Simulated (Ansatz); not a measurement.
**Decaying states in the gap of Cs3BrCl2**

A new crystal, Cs3BrCl2: structure, gap and complex bands. It is built by putting Cs for Na in the Na3BrCl2 structure of space group P-3m1, with the volume rescaled by atomic radii. The parent structure comes from the Materials Project.

Method: LDA DFT, plane waves, PAW files, in the first sound run; inputs show where later runs differ, in Ansatz 0.2.0.

The structure was built from a prototype and need not be the compound's stable phase.

## Step 1: The starting structure

It takes space group P-3m1 (No. 164, trigonal). Conventional cell: a = 4.754 Å, b = 4.754 Å, c = 11.651 Å, α = 90.00°, β = 90.00°, γ = 120.00°. Cs has 6 Cl at 3.33 Å nearest. Cs has 3 Cl at 3.32 Å and 3 Br at 3.44 Å nearest. Nearest to Br lie 6 Cs at 3.44 Å. Cl has 6 Cs at 3.32 to 3.33 Å nearest. It derives from Na3BrCl2. Cs for Na in the Na3BrCl2 structure of space group P-3m1. Farther neighbours and most contacts between anions are not listed.

## Step 2: Cell and atoms at rest

The substituted atoms don't fit the parent's cell, so cell and atoms relax together. A small smearing keeps the run stable in case the gap closes on the way.

The input, input.yaml:

```yaml
crystal:
  lattice:
    - [4.7543579601, 0.0, 0.0]
    - [-2.37717898, 4.1173947721, 0.0]
    - [0.0, 0.0, 11.6508007253]
  atoms:
    - { symbol: Cs, position: [0.0, 0.0, 0.5] }
    - { symbol: Cs, position: [0.3333333333, 0.6666666667, 0.17809299] }
    - { symbol: Cs, position: [0.6666666667, 0.3333333333, 0.82190701] }
    - { symbol: Br, position: [0.0, 0.0, 0.0] }
    - { symbol: Cl, position: [0.3333333333, 0.6666666667, 0.66105673] }
    - { symbol: Cl, position: [0.6666666667, 0.3333333333, 0.33894327] }
kpoints:
  mp_grid: { grid: [6, 6, 2] }
scf:
  occupations: { method: gaussian, width: 0.03 }
hamiltonian:
  xc: lda
output:
  forces: true
  stress: true
relax:
  f_tol: 0.02
  max_steps: 60
  cell: {}
```

Command:

```
$ ansatz run input.yaml --threads 2 --pin off --max-ram 4096MiB --backend cpu --events-out ev --progress --plain --runs-dir out
```

Numbers of over 12 decimals in the logs are rounded to 6 here.

What it wrote:

```text
Engine: ansatz 0.2.0, x86_64-unknown-linux-gnu
Pseudopotentials: kind: paw
Pseudopotential: Cs, paw, valence charge 9, recommended cutoff 420 eV (normal), Cs.paw.azcp
Pseudopotential: Br, paw, valence charge 7, recommended cutoff 420 eV (normal), Br.paw.azcp
Pseudopotential: Cl, paw, valence charge 7, recommended cutoff 420 eV (normal), Cl.paw.azcp
Functional definition: SPW92
  exchange = slater_x
  correlation = pw_c
Crystal: 6 atoms, lattice volume = 228.071 Å³
Basis set: ecut = 420 eV, 4413 PW (Γ)
Bands: 30, of which v1, the nominal top of the filled ones, is band 24 counted from 1 (23 counted from 0)
Symmetry: 12 space group operations
Space group: P-3m1 (ITA 164), of the structure as read, at distance tolerance 6.1e-5 Å
k-points: 14 of 72
Non-local potential: Cs, projectors of the file, l = 0: 3, l = 1: 2, l = 2: 2, l = 3: 2
Non-local potential: Br, projectors of the file, l = 0: 2, l = 1: 2, l = 2: 2
Non-local potential: Cl, projectors of the file, l = 0: 2, l = 1: 2, l = 2: 2
PAW form: soft (Blöchl's): semilocal exchange-correlation on the pseudo side does not see the compensation charge
PAW frozen core: Cs, regenerated for the run's functional, and the local potential with it (the file was generated under x = pbe(κ = 0.804, μ = 0.219515), c = pbe(β = 0.066725))
PAW frozen core: Br, regenerated for the run's functional, and the local potential with it (the file was generated under x = pbe(κ = 0.804, μ = 0.219515), c = pbe(β = 0.066725))
PAW frozen core: Cl, regenerated for the run's functional, and the local potential with it (the file was generated under x = pbe(κ = 0.804, μ = 0.219515), c = pbe(β = 0.066725))
PAW one-centre angular grid: Cs, 194 points (default); XC on 64 Gauss nodes
PAW one-centre angular grid: Br, 110 points (default); XC on 64 Gauss nodes
PAW one-centre angular grid: Cl, 110 points (default); XC on 64 Gauss nodes
Initial density: superposition of atomic densities (neutral atoms: chi_scale 0, normalization atom), corrected by the library's trained network
Initial wavefunctions: pseudopotential atomic-orbital guess
Functional: x = slater, c = lda
SCF iter   1: F=—  HF=-21308.141552 eV  |F-HF|=—  |Δ(HF+E_count)|=         —  Δρ=4.56e-3  dr2=5.23e-2  ethr=1.77e-3  ⟨swp⟩=12.9  Hψ=2628  notcnv=0
preconditioner: auto → Resta (q_TF=auto, 2.104 Å⁻¹)  ε∞=3.2  [insulator: Δε(μ)=4.542 eV  Ē_g=10.808 eV  σ=0.030 eV  W_gap=1.00  n_scr=36 (ndim 8)  ℏωp=15.9 eV  f_vac=0.059  D(μ)=0.00/eV (n_scr^D=0)  ε∞_Penn≈3.2]
SCF iter   2: F=—  HF=-21308.124868 eV  |F-HF|=—  |Δ(HF+E_count)|=   1.67e-2  Δρ=2.34e-3  dr2=1.05e-2  ethr=1.09e-4  ⟨swp⟩=2.3  Hψ=889  notcnv=0  defer=21
SCF iter   3: F=—  HF=-21308.122364 eV  |F-HF|=—  |Δ(HF+E_count)|=   2.50e-3  Δρ=4.67e-4  dr2=5.98e-4  ethr=2.19e-5  ⟨swp⟩=2.3  Hψ=595  notcnv=0  defer=22
SCF iter   4: F=—  HF=-21308.122366 eV  |F-HF|=—  |Δ(HF+E_count)|=   1.52e-6  Δρ=8.94e-5  dr2=2.53e-5  ethr=1.25e-6  ⟨swp⟩=2.3  Hψ=694  notcnv=0  defer=22
SCF iter   5: F=—  HF=-21308.122452 eV  |F-HF|=—  |Δ(HF+E_count)|=   8.60e-5  Δρ=2.00e-5  dr2=1.23e-6  ethr=5.27e-8  ⟨swp⟩=2.7  Hψ=723  notcnv=0  defer=22
SCF iter   6: F=-21308.122453 eV  HF=-21308.122453 eV  |F-HF|=2.31e-8  |Δ(HF+E_count)|=   1.33e-6  Δρ=4.51e-6  dr2=6.03e-8  ethr=2.08e-10  ⟨swp⟩=5.0  Hψ=1759  notcnv=0
SCF 1 converged in 6 iterations: F = -21308.122453 eV  dr2 = 6.03e-8
  greatest PAW one-centre occupation: 0.928 electrons in one spin orbital (limit 2), on the Cs atom at site 2 (counted from 0), in its partial waves of l = 0
relax step   1: F+E_penalty+E_count = -21308.12245315 eV  Δ(F+E_penalty+E_count) = +0.000e0 eV  max|allowed force component| = 3.701e-3 eV/Å  Δτ_max = 0.0000 Å  P = +0.970 GPa  Ω = 228.071 Å³  (6 SCF iters, dr2 threshold 1.00e-7 eV, accepted)
Crystal: 6 atoms, lattice volume = 235.853 Å³
Basis set: ecut = 420 eV, 4527 PW (Γ)
Initial density: handed on by an earlier stage of this run
Initial wavefunctions: those handed on with the density
iter 1 solved again at ethr=3.79e-6 eV; its pass at ethr=3.10e-3 eV (dr2=1.82e-3 eV) is discarded
SCF iter   1: F=—  HF=-21308.151816 eV  |F-HF|=—  |Δ(HF+E_count)|=         —  Δρ=5.69e-4  dr2=1.84e-3  ethr=3.79e-6  ⟨swp⟩=3.0  Hψ=3083  notcnv=0
preconditioner: auto → Resta (q_TF=auto, 2.092 Å⁻¹)  ε∞=3.1  [insulator: Δε(μ)=4.519 eV  Ē_g=10.804 eV  σ=0.030 eV  W_gap=1.00  n_scr=36 (ndim 8)  ℏωp=15.7 eV  f_vac=0.058  D(μ)=0.00/eV (n_scr^D=0)  ε∞_Penn≈3.1]
SCF iter   2: F=—  HF=-21308.151260 eV  |F-HF|=—  |Δ(HF+E_count)|=   5.56e-4  Δρ=3.16e-4  dr2=4.25e-4  ethr=3.79e-6  ⟨swp⟩=2.1  Hψ=509  notcnv=0
SCF iter   3: F=—  HF=-21308.151210 eV  |F-HF|=—  |Δ(HF+E_count)|=   5.00e-5  Δρ=8.87e-5  dr2=2.60e-5  ethr=8.85e-7  ⟨swp⟩=2.7  Hψ=696  notcnv=0
SCF iter   4: F=—  HF=-21308.151212 eV  |F-HF|=—  |Δ(HF+E_count)|=   1.80e-6  Δρ=1.95e-5  dr2=1.26e-6  ethr=5.42e-8  ⟨swp⟩=2.4  Hψ=679  notcnv=0
SCF iter   5: F=-21308.151213 eV  HF=-21308.151213 eV  |F-HF|=8.31e-8  |Δ(HF+E_count)|=   7.12e-7  Δρ=5.38e-6  dr2=1.03e-7  ethr=1.25e-9  ⟨swp⟩=4.7  Hψ=1536  notcnv=0
SCF 2 converged in 5 iterations: F = -21308.151213 eV  dr2 = 1.03e-7
relax step   2: F+E_penalty+E_count = -21308.15121261 eV  Δ(F+E_penalty+E_count) = -2.876e-2 eV  max|allowed force component| = 5.398e-3 eV/Å  Δτ_max = 0.0007 Å  P = +0.248 GPa  Ω = 235.853 Å³  energy of the carried Pulay correction = -2.247e-4 eV  (5 SCF iters, dr2 threshold 6.00e-7 eV, accepted)
Crystal: 6 atoms, lattice volume = 238.665 Å³
Basis set: ecut = 420 eV, 4551 PW (Γ)
iter 1 solved again at ethr=8.31e-7 eV; its pass at ethr=3.10e-3 eV (dr2=3.99e-4 eV) is discarded
SCF iter   1: F=—  HF=-21308.153520 eV  |F-HF|=—  |Δ(HF+E_count)|=         —  Δρ=2.17e-4  dr2=2.64e-4  ethr=8.31e-7  ⟨swp⟩=3.4  Hψ=2810  notcnv=0
preconditioner: auto → Resta (q_TF=auto, 2.088 Å⁻¹)  ε∞=3.1  [insulator: Δε(μ)=4.487 eV  Ē_g=10.781 eV  σ=0.030 eV  W_gap=1.00  n_scr=36 (ndim 8)  ℏωp=15.6 eV  f_vac=0.058  D(μ)=0.00/eV (n_scr^D=0)  ε∞_Penn≈3.1]
SCF iter   2: F=—  HF=-21308.153441 eV  |F-HF|=—  |Δ(HF+E_count)|=   7.86e-5  Δρ=1.17e-4  dr2=5.82e-5  ethr=5.49e-7  ⟨swp⟩=2.1  Hψ=531  notcnv=0
SCF iter   3: F=—  HF=-21308.153496 eV  |F-HF|=—  |Δ(HF+E_count)|=   5.49e-5  Δρ=3.26e-5  dr2=4.06e-6  ethr=1.21e-7  ⟨swp⟩=2.5  Hψ=684  notcnv=0
SCF iter   4: F=—  HF=-21308.153496 eV  |F-HF|=—  |Δ(HF+E_count)|=   8.83e-8  Δρ=8.30e-6  dr2=2.42e-7  ethr=8.46e-9  ⟨swp⟩=2.4  Hψ=712  notcnv=0
SCF iter   5: F=-21308.153496 eV  HF=-21308.153496 eV  |F-HF|=1.36e-8  |Δ(HF+E_count)|=   9.21e-8  Δρ=2.29e-6  dr2=1.72e-8  ethr=3.26e-10  ⟨swp⟩=4.4  Hψ=1478  notcnv=0
SCF 3 converged in 5 iterations: F = -21308.153496 eV  dr2 = 1.72e-8
relax step   3: F+E_penalty+E_count = -21308.15349632 eV  Δ(F+E_penalty+E_count) = -2.284e-3 eV  max|allowed force component| = 2.752e-3 eV/Å  Δτ_max = 0.0028 Å  P = +0.022 GPa  Ω = 238.665 Å³  energy of the carried Pulay correction = -3.040e-4 eV  (5 SCF iters, dr2 threshold 1.56e-7 eV, accepted)
Initial wavefunctions: pseudopotential atomic-orbital guess (no wavefunctions were taken with the density)
iter 1 solved again at ethr=3.85e-7 eV; its pass at ethr=3.10e-3 eV (dr2=1.85e-4 eV) is discarded
SCF iter   1: F=—  HF=-21308.153861 eV  |F-HF|=—  |Δ(HF+E_count)|=         —  Δρ=2.34e-5  dr2=1.59e-7  ethr=3.85e-7  ⟨swp⟩=3.5  Hψ=4000  notcnv=0
eigensolver tolerance schedule: the retry pair's looser diagonalisation over-reported the residual by 1158.58 of it (diagonalisation noise at 0.17 of the residual, at the tolerance the schedule requests for it); recorded, not acted on — ethr = c·dr2/N_el stays at c = 1.0e-1
preconditioner: auto → Resta (q_TF=auto, 2.088 Å⁻¹)  ε∞=3.1  [insulator: Δε(μ)=4.480 eV  Ē_g=10.778 eV  σ=0.030 eV  W_gap=1.00  n_scr=36 (ndim 8)  ℏωp=15.6 eV  f_vac=0.056  D(μ)=0.00/eV (n_scr^D=0)  ε∞_Penn≈3.1]
SCF iter   2: F=—  HF=-21308.153810 eV  |F-HF|=—  |Δ(HF+E_count)|=   5.08e-5  Δρ=1.24e-5  dr2=4.77e-8  ethr=3.32e-10  ⟨swp⟩=3.9  Hψ=1094  notcnv=0
SCF iter   3: F=—  HF=-21308.153810 eV  |F-HF|=—  |Δ(HF+E_count)|=   1.28e-7  Δρ=1.08e-6  dr2=2.60e-9  ethr=9.93e-11  ⟨swp⟩=2.6  Hψ=649  notcnv=0
SCF iter   4: F=—  HF=-21308.153810 eV  |F-HF|=—  |Δ(HF+E_count)|=  5.64e-10  Δρ=4.22e-7  dr2=3.46e-10  ethr=5.42e-12  ⟨swp⟩=2.0  Hψ=714  notcnv=0
SCF iter   5: F=-21308.153810 eV  HF=-21308.153810 eV  |F-HF|=2.55e-11  |Δ(HF+E_count)|=  1.27e-10  Δρ=9.29e-8  dr2=2.83e-11  ethr=1.00e-12  ⟨swp⟩=5.0  Hψ=1751  notcnv=0
SCF 4 converged in 5 iterations: F = -21308.153810 eV  dr2 = 2.83e-11
relax step   4: F+E_penalty+E_count = -21308.15381040 eV  Δ(F+E_penalty+E_count) = -3.141e-4 eV  max|allowed force component| = 2.736e-3 eV/Å  Δτ_max = 0.0000 Å  P = +0.023 GPa  Ω = 238.665 Å³  stress off target by 2.56e-2 GPa  SCF on the basis re-selected at this cell (its energy is not comparable with the rows above)  (5 SCF iters)
basis re-selected at this cell: Δ(F+E_penalty+E_count) = -3.141e-4 eV, ΔP = +0.001 GPa vs the last step (what re-selecting the basis moved, of the pressure what is left beyond the Pulay correction that the steps carried, after the strain that the cell walked since its last selection, with what the two solves' SCF thresholds leave and, on support functions, any second-order correction that the steps lacked; it is no measure of the basis error at this ecutwfc). The dense FFT grid was sized anew with the basis: this SCF ran on 36×36×80 points, the steps before it on 32×32×80, so part of this shift can come from that change (see relax.cell in the input reference). [rest of the remark cut]
SCF converged after 5 iterations
Free energy (F): -21308.153810 eV
Harris-Foulkes:  -21308.153810 eV  (|F-HF|=2.55e-11)
Internal energy: -21308.153810 eV  (E = F + TS)
E sigma→0 (E₀):  -21308.153810 eV
Fermi energy:    4.115103 eV
--- Per-component energies (eV) ---
  E_band       = -210.731238
  E_kinetic    = 888.349323
  E_local      = -1477.853425  (includes V_loc(G=0)·N_el)
  E_nonlocal   = 230.128601
  E_hartree    = 479.455985
  E_xc         = -995.023693
  E_vxc        = -732.187764  (∫ρ·V_xc dr)
  E_paw        = -18119.932945  (= ΣΔE_a)
  E_vpaw       = -78.080155  (= ΣTr[D̂ρ^β])
  E_aug_tail   = 0.000193  (compensation charges beyond the density's cutoff)
  E_ewald      = -2314.677014
  E_core_change = 1.399164  (= ΣΔE_core)
  E_smearing   = -0.000000  (= −TS)
  E_closure    = 0.000000  (closes the sum)
  Σ components = -21308.153810   (vs F -21308.153810, Δ=0.00e0)
--- Forces (eV/Å), atoms counted from 1 ---
  atom   1  Cs     0.00000000     0.00000000     0.00000000
  atom   2  Cs    -0.00000000     0.00000000     0.00273637
  atom   3  Cs     0.00000000    -0.00000000    -0.00273637
  atom   4  Br     0.00000000    -0.00000000     0.00000000
  atom   5  Cl     0.00000000    -0.00000000     0.00159251
  atom   6  Cl    -0.00000000     0.00000000    -0.00159251
  max |Σ_I F_I| component: 1.81e-19 eV/Å
--- Stress (GPa, compression-positive) ---
        0.021672       0.000000      -0.000000
        0.000000       0.021672      -0.000000
       -0.000000      -0.000000       0.025641
  P = ⅓ Tr σ = 0.0230 GPa (0.230 kbar)
--- Relaxed structure (3 steps of the walk, 3 accepted, 1 SCFs on fresh bases) ---
  F+E_penalty+E_count = -21308.15381040 eV   max|allowed force component| = 2.736e-3 eV/Å   (the final SCF, on the basis selected at the relaxed cell)
  cell:  # Å, volume = 238.6654 Å³
    - [4.826532, -2.930567559511844e-11, 1.07575212867215e-17]
    - [-2.413266, 4.179899, -5.378760643360749e-18]
    - [2.6361863759961035e-17, 0, 11.830105]
  atoms:
    - { symbol: Cs, position: [0, 0, 0.5] }
    - { symbol: Cs, position: [0.333333, 0.666667, 0.177831] }
    - { symbol: Cs, position: [0.666667, 0.333333, 0.822169] }
    - { symbol: Br, position: [0, 0, 0] }
    - { symbol: Cl, position: [0.333333, 0.666667, 0.661010] }
    - { symbol: Cl, position: [0.666667, 0.333333, 0.338990] }
```

The job ended after 7.8 s (2 threads of Intel Xeon Platinum 8488C (Sapphire Rapids), shared host; peak memory 0.56 GiB; 15 s of CPU time).

The steps of the relaxation:

```
step  energy less that of the first step (eV)  largest force component (eV/Å)  pressure (GPa)  volume (Å³)
   1                                   0.0000                          0.0037            0.97       228.07
   2                                  -0.0288                          0.0054            0.25       235.85
   3                                  -0.0310                          0.0028            0.02       238.67
  4*                                  -0.0314                          0.0027            0.02       238.67
```

Relaxation steps marked * repeat the geometry before them on a plane-wave basis chosen anew for their cell, so energy and pressure can jump there.

Forces are held to the 12 operations that the run works with; a distortion that breaks them can't arise in this run.

```
conventional cell, symmetrised  before   after  change
                         a (Å)   4.754   4.827  +1.5 %
                         b (Å)   4.754   4.827  +1.5 %
                         c (Å)  11.651  11.830  +1.5 %
              volume (Å³/atom)   38.01   39.78  +4.6 %
```

Final coordinates:

```xyz
6
Lattice="4.8265 0.0000 0.0000 -2.4133 4.1799 0.0000 0.0000 0.0000 11.8301" Properties=species:S:1:pos:R:3 pbc="T T T"
Cs    0.0000    0.0000    5.9151
Cs    0.0000    2.7866    2.1038
Cs    2.4133    1.3933    9.7263
Br    0.0000    0.0000    0.0000
Cl    0.0000    2.7866    7.8198
Cl    2.4133    1.3933    4.0103
```

This step gave:

```yaml
free_energy: -21308.1538 eV
fermi_energy: 4.115 eV
pressure: 0.02300 GPa
```

The largest force component on a free atom ends at 0.0027 eV/Å.

## Step 3: The bulk crystal and its band edges

The energy window and the wavevectors of the next steps follow from the band edges, so these are searched first, off the mesh as well.

The input, input.yaml:

```yaml
crystal:
  lattice:
    - [4.8265316152, 0.0, 0.0]
    - [-2.4132658076, 4.179898991, 0.0]
    - [0.0, 0.0, 11.8301052801]
  atoms:
    - { symbol: Cs, position: [0.0, 0.0, 0.5] }
    - { symbol: Cs, position: [0.3333333333, 0.6666666667, 0.1778310851] }
    - { symbol: Cs, position: [0.6666666667, 0.3333333333, 0.8221689149] }
    - { symbol: Br, position: [0.0, 0.0, 0.0] }
    - { symbol: Cl, position: [0.3333333333, 0.6666666667, 0.6610099428] }
    - { symbol: Cl, position: [0.6666666667, 0.3333333333, 0.3389900572] }
kpoints:
  mp_grid: { grid: [6, 6, 2] }
  band_path: { path: [VBM, CBM], npoints: 30 }
scf:
  occupations: { method: fixed }
hamiltonian:
  xc: lda
output:
  eigenvalues: true
  write_potential: true
  write_density: true
  volumetric_format: npy
```

What it wrote:

```text
[...]
Crystal: 6 atoms, lattice volume = 238.665 Å³
Basis set: ecut = 420 eV, 4551 PW (Γ)
Bands: 30, of which v1, the nominal top of the filled ones, is band 24 counted from 1 (23 counted from 0)
Symmetry: 12 space group operations
[...]
k-points: 14 of 72
[...]
SCF iter   1: F=—  HF=-21308.175422 eV  |F-HF|=—  |Δ(HF+E_count)|=         —  Δρ=4.44e-3  dr2=5.33e-2  ethr=1.77e-3  ⟨swp⟩=5.4  Hψ=1626  notcnv=0  defer=49
[...]
SCF iter   7: F=-21308.153810 eV  HF=-21308.153810 eV  |F-HF|=1.91e-9  |Δ(HF+E_count)|=   1.54e-7  Δρ=8.70e-7  dr2=2.19e-9  ethr=2.08e-10  ⟨swp⟩=14.5  Hψ=2327  notcnv=0
SCF 1 converged in 7 iterations: F = -21308.153810 eV  dr2 = 2.19e-9
[...]
NSCF: frozen V_eff on 34 k-points
[...]
SCF converged after 7 iterations
Free energy (F): -21308.153810 eV
[...]
Internal energy: -21308.153810 eV  (E = F + TS)
E sigma→0 (E₀):  -21308.153810 eV
Fermi energy:    1.875112 eV
[...]
--- Band table (eV; the first three rows and the last of 14) ---
  k-point 0: bands = [... 20 lower, 1.3368, 1.7426, 1.8685, 1.8685, 6.3549, 8.1371, 8.3469, 8.3549, ... 2 higher]
  k-point 1: bands = [... 20 lower, 1.3933, 1.5926, 1.8424, 1.8424, 6.9900, 7.0730, 8.0695, 8.4137, ... 2 higher]
  k-point 2: bands = [... 20 lower, 1.3932, 1.6969, 1.7725, 1.8420, 6.9361, 7.7482, 8.1175, 8.2631, ... 2 higher]
  k-point 13: bands = [... 20 lower, 1.4856, 1.7310, 1.7310, 1.7742, 8.2302, 8.3558, 8.3558, 8.3718, ... 2 higher]
```

Run time: 15 s. Hardware: 2 threads; peak memory 0.53 GiB; 29 s of CPU time.

The column dr2 measures how far the density is from self-consistency, as an energy; F and HF (Harris–Foulkes) agree once it is small.

This step gave:

* Fermi energy: 1.875 eV
* gap on the k-mesh: 4.480 eV
* gap on path: 4.480 eV, by band count; negative where bands overlap
* direct gap on path: 4.486 eV
* edge places on path: 0, 0.7516 1/A along the path

Electronic bands along the path, in eV, zero at the Fermi level (highest filled level under fixed occupations); v1 is the highest filled band, c1 the lowest empty one:

```
  point     v4     v3     v2     v1    c1    c2    c3    c4
    VBM  -0.49  -0.08  -0.04   0.00  4.79  6.31  6.33  6.91
halfway  -0.46  -0.18  -0.10  -0.04  5.43  5.64  6.12  6.48
    CBM  -0.54  -0.13  -0.01  -0.01  4.48  6.26  6.47  6.48
```

The searched edges give 4.48 eV, as on the mesh.

[end of part 1 of 3]

[Logs are printed without paths, hosts, clocks, repeated set-up lines and the standing remarks that a program may print on its own settings, such as how far it seeks lower states.]

[Hosts, paths, dates, database ids (printed as entryN), source tags and the programs' standing remarks are cut or masked in the printed files.]
